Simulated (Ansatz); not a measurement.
# TcBr2 (1T sheet): how robust is the cRPA U?

Wanted: the sensitivity and cost of U and J for TcBr2 (1T sheet).

Program: Ansatz 0.2.0. Level of theory: constrained RPA on LDA, plane waves, PAW. Results are calculated unless marked as measured.

Most raw output is cut from this account.

## Step 1: The structure

The cell holds 3 atoms: 1 Tc and 2 Br. Cell: a = 3.404 Å, b = 3.404 Å, c = 30.253 Å, α = 90.0°, β = 90.0°, γ = 120.0°. Vacuum lies along c.

The structure was relaxed with LDA. The structure was generated from a model, not taken from a measurement. The runs that relaxed it are not among those shown. The program's search for lower electronic states was switched off, so nothing shows that the state found is the lowest. The default PAW set here is soft_2. Its files were made with PBE. The Coulomb interaction is cut off across the vacuum.

## Step 2: Base: Tc t2g, bands v3 to v1, 6×6×1 mesh, medium accuracy

Constrained RPA screens the interaction with every transition except those inside the target bands, which a later many-body model would treat itself.

input.yaml reads:

```yaml
crystal:
  lattice:
    - [-2.40671528, 0.0, -2.40671528]
    - [0.0, 2.40671528, 2.40671528]
    - [17.46662, 17.46662, -17.46662]
  atoms:
    - { symbol: Tc, position: [0.0, 0.0, 0.3177617107] }
    - { symbol: Br, position: [0.3333333333, 0.6666666667, 0.3703525046] }
    - { symbol: Br, position: [0.6666666667, 0.3333333333, 0.2651709169] }
  periodic: [true, true, false]
kpoints:
  mp_grid: { grid: [12, 12, 1] }
hamiltonian:
  xc: lda
scf:
  occupations: { method: gaussian, width: 0.08 }
  n_extra_bands: 19
  max_iter: 150
  lower_state_search: "off"
output:
  crpa:
    kmesh: [6, 6, 1]
    target_bands: [v3, v1]
    projections: [{ species: Tc, l: d, shell: 4, orbitals: [dxz, dyz, dxy] }]
  local_orbitals:
    kmesh: [12, 12, 1]
    orbitals: [{ species: Tc, l: d, shell: 4, orbitals: [dxz, dyz, dxy] }]
    window: { bands: [v3, v1] }
    seedname: lo
```

Run with:

```console
> ansatz run input.yaml --threads 4 --pin off --max-ram 14745MiB --backend cpu --events-out ev --progress --plain --runs-dir out
```

Run time: 2.5 min. Hardware: 4 threads of Arm Neoverse V1, shared host; peak memory 1.9 GiB; 9.6 min of CPU time.

This step gave:

```
U                                                 : 2.720 eV
U prime (inter-orbital)                           : 2.094 eV
J                                                 : 0.2904 eV
bare V                                            : 11.73 eV
bare J                                            : 0.4289 eV
stated bound on U                                 : 0.007300 eV
U over bare V                                     : 0.2320
electrons in the window                           : 5
head of the constrained inverse dielectric matrix : 0.5367
least eigenvalue of the projection's overlap      : 0.7028
target functions                                  : 3
bands in the sums                                 : 30
r.m.s. miss of the model bands                    : 0.003084 eV
width of the target bands                         : 2.875 eV
weight of the projected orbitals in the window    : 0.8562
```

On the Tc t2g shell, screening brings the on-site interaction from 11.7 eV down to U = 2.72 eV.

## Step 3: Changed: 9×9×1 mesh

input.yaml: that of step 2 with these lines changed.

```diff
@@ -21,9 +21,4 @@
   crpa:
-    kmesh: [6, 6, 1]
+    kmesh: [9, 9, 1]
     target_bands: [v3, v1]
     projections: [{ species: Tc, l: d, shell: 4, orbitals: [dxz, dyz, dxy] }]
-  local_orbitals:
-    kmesh: [12, 12, 1]
-    orbitals: [{ species: Tc, l: d, shell: 4, orbitals: [dxz, dyz, dxy] }]
-    window: { bands: [v3, v1] }
-    seedname: lo
```

Run time: 6.2 min. Hardware: 4 threads; peak memory 2.1 GiB.

This step gave:

- U: 2.694 eV
- U prime (inter-orbital): 2.070 eV
- J: 0.2895 eV
- bare V: 11.67 eV
- bare J: 0.4272 eV
- stated bound on U: 0.007442 eV
- U over bare V: 0.2308
- electrons in the window: 5.000
- head of the constrained inverse dielectric matrix: 0.5438
- least eigenvalue of the projection's overlap: 0.7140
- target functions: 3
- bands in the sums: 30
- width of the target bands: 2.875 eV
- weight of the projected orbitals in the window: 0.8562

On the Tc t2g shell, screening brings the on-site interaction from 11.7 eV down to U = 2.69 eV.

## Step 4: Changed: 3×3×1 mesh

input.yaml: that of step 3 with these lines changed.

```diff
@@ -21,3 +21,3 @@
   crpa:
-    kmesh: [9, 9, 1]
+    kmesh: [3, 3, 1]
     target_bands: [v3, v1]
```

Elapsed: 40 s, on 4 threads; peak memory 1.7 GiB; 2.5 min of CPU time.

This step gave:

* U: 3.241 eV
* U prime (inter-orbital): 2.597 eV
* J: 0.3004 eV
* bare V: 12.11 eV
* bare J: 0.4421 eV
* stated bound on U: 0.009014 eV
* U over bare V: 0.2677
* electrons in the window: 5.000
* head of the constrained inverse dielectric matrix: 0.6047
* least eigenvalue of the projection's overlap: 0.7897
* target functions: 3
* bands in the sums: 30
* width of the target bands: 2.875 eV
* weight of the projected orbitals in the window: 0.8562

On the Tc t2g shell, screening brings the on-site interaction from 12.1 eV down to U = 3.24 eV.

## Step 5: Changed: sums over states

input.yaml: that of step 4 with these lines changed.

```diff
@@ -21,4 +21,7 @@
   crpa:
-    kmesh: [3, 3, 1]
+    kmesh: [6, 6, 1]
     target_bands: [v3, v1]
     projections: [{ species: Tc, l: d, shell: 4, orbitals: [dxz, dyz, dxy] }]
+    accuracy: sum_over_states
+    n_empty_bands: 60
+    ecut_chi: 70
```

Run time: 19 s. Hardware: 4 threads; peak memory 0.95 GiB; 71 s of CPU time.

This variant gives U = 2.77 eV against 2.72 eV. It is a finite sum over empty states with no bound on its error and stays out of the table below.

## Step 6: Changed: accuracy high

input.yaml: that of step 5 with these lines changed.

```diff
@@ -24,4 +24,2 @@
     projections: [{ species: Tc, l: d, shell: 4, orbitals: [dxz, dyz, dxy] }]
-    accuracy: sum_over_states
-    n_empty_bands: 60
-    ecut_chi: 70
+    accuracy: high
```

Run time: 3.8 min. Hardware: 4 threads; peak memory 2 GiB.

Numbers from this step:

```
U                                                 : 2.721 eV
U prime (inter-orbital)                           : 2.095 eV
J                                                 : 0.2907 eV
bare V                                            : 11.73 eV
bare J                                            : 0.4289 eV
stated bound on U                                 : 3.86e-4 eV
U over bare V                                     : 0.2321
electrons in the window                           : 5
head of the constrained inverse dielectric matrix : 0.5367
least eigenvalue of the projection's overlap      : 0.7028
target functions                                  : 3
bands in the sums                                 : 30
width of the target bands                         : 2.875 eV
weight of the projected orbitals in the window    : 0.8562
```

On the Tc t2g shell, screening brings the on-site interaction from 11.7 eV down to U = 2.72 eV.

## Step 7: Changed: spin-orbit coupling, which the program doesn't serve

This step: constrained RPA on LDA with spin-orbit coupling, plane waves, PAW.

input.yaml: that of step 6 with these lines changed.

```diff
@@ -19,2 +19,5 @@
   lower_state_search: "off"
+magnetization:
+  noncollinear: true
+  spin_orbit: true
 output:
@@ -24,2 +27 @@
     projections: [{ species: Tc, l: d, shell: 4, orbitals: [dxz, dyz, dxy] }]
-    accuracy: high
```

Wall time 0.03 s (4 threads); peak memory 0.034 GiB.

The input was rejected at the start.

The program's message: “Error: output.crpa with magnetization.noncollinear: true — the cRPA pipeline runs scalar-band solve channels only (unpolarised or collinear) — spinor oscillator elements are not implemented; use a col …”

The fault put into this input: spin-orbit coupling, which the program doesn't serve.

## Step 8: Changed: potentials

This step: constrained RPA on LDA, plane waves, PAW.

input.yaml: that of step 7 with these lines changed.

```diff
@@ -14,2 +14,3 @@
   xc: lda
+  pseudopotentials: { kind: paw, source: ansatz }
 scf:
@@ -19,5 +20,2 @@
   lower_state_search: "off"
-magnetization:
-  noncollinear: true
-  spin_orbit: true
 output:
```

Run time: 8.2 min. Hardware: 4 threads; peak memory 3.1 GiB.

This step gave:

| Property | Result |
| --- | --- |
| U | 2.727 eV |
| U prime (inter-orbital) | 2.102 eV |
| J | 0.2904 eV |
| bare V | 11.73 eV |
| bare J | 0.4291 eV |
| stated bound on U | 0.006057 eV |
| U over bare V | 0.2325 |
| electrons in the window | 5.000 |
| head of the constrained inverse dielectric matrix | 0.5365 |
| least eigenvalue of the projection's overlap | 0.7060 |
| target functions | 3 |
| bands in the sums | 50 |
| width of the target bands | 2.875 eV |
| weight of the projected orbitals in the window | 0.8586 |

On the Tc t2g shell, screening brings the on-site interaction from 11.7 eV down to U = 2.73 eV.

## Step 9: Changed: r2SCAN

This step: constrained RPA on r2SCAN, plane waves, PAW.

input.yaml: that of step 8 with these lines changed.

```diff
@@ -13,4 +13,3 @@
 hamiltonian:
-  xc: lda
-  pseudopotentials: { kind: paw, source: ansatz }
+  xc: r2scan
 scf:
```

The job ended after 3.2 min (4 threads; peak memory 2.2 GiB).

Numbers from this step:

```
U                                                 : 3.440 eV
U prime (inter-orbital)                           : 2.766 eV
J                                                 : 0.3165 eV
bare V                                            : 12.14 eV
bare J                                            : 0.4534 eV
stated bound on U                                 : 0.01124 eV
U over bare V                                     : 0.2834
electrons in the window                           : 5.000
head of the constrained inverse dielectric matrix : 0.6145
least eigenvalue of the projection's overlap      : 0.7132
target functions                                  : 3
bands in the sums                                 : 30
width of the target bands                         : 2.837 eV
weight of the projected orbitals in the window    : 0.8599
```

On the Tc t2g shell, screening brings the on-site interaction from 12.1 eV down to U = 3.44 eV.

## Step 10: Side by side

Times are wall times on 4 threads of Arm Neoverse V1, shared host, good to a factor of about two.

```tsv
run	bare V (eV)	U (eV)	J (eV)	bound on U (eV)	width (eV)	time
target window	11.73	2.720	0.290	0.0073	2.87	2.5 min
9×9×1 mesh	11.67	2.694	0.289	0.0074	2.87	6.2 min
3×3×1 mesh	12.11	3.241	0.300	0.0090	2.87	40 s
accuracy high	11.73	2.721	0.291	0.0004	2.87	3.8 min
potentials	11.73	2.727	0.290	0.0061	2.87	8.2 min
r2SCAN	12.14	3.440	0.317	0.0112	2.84	3.2 min
```

## Step 11: Outcome

```json
{
 "target window": "U 2.72 eV, J 0.29 eV",
 "9×9×1 mesh": "U 2.69 eV, J 0.29 eV",
 "3×3×1 mesh": "U 3.24 eV, J 0.30 eV",
 "accuracy high": "U 2.72 eV, J 0.29 eV",
 "potentials": "U 2.73 eV, J 0.29 eV",
 "r2SCAN": "U 3.44 eV, J 0.32 eV"
}
```

9×9×1 mesh moves U by −0.03 eV at 2.5 times the time. 3×3×1 mesh moves U by +0.52 eV at 0.27 times the time. Accuracy high moves U by +0.001 eV (within the solver's bounds, for the mean over orbitals). Potentials moves U by +0.01 eV (within the solver's bounds, for the mean over orbitals) at 3.3 times the time. r2SCAN moves U by +0.72 eV. The printed bound covers the solver alone, not the mesh. The parent state is non-magnetic and the interaction static (zero frequency); U depends on the window and the orbitals, so it belongs to this model alone.

[Paths, hosts, dates, memory and timing lines, banners, echoed tables and standing remarks are left out of the program output.]

[Logs are printed without paths, hosts, clocks, repeated set-up lines and the standing remarks that a program may print on its own settings, such as how far it seeks lower states.]

[Runs of the session that timed out or met a known fault of the program may be left out.]

[Hosts, paths, dates, database ids (printed as entryN), source tags and the programs' standing remarks are cut or masked in the printed files.]
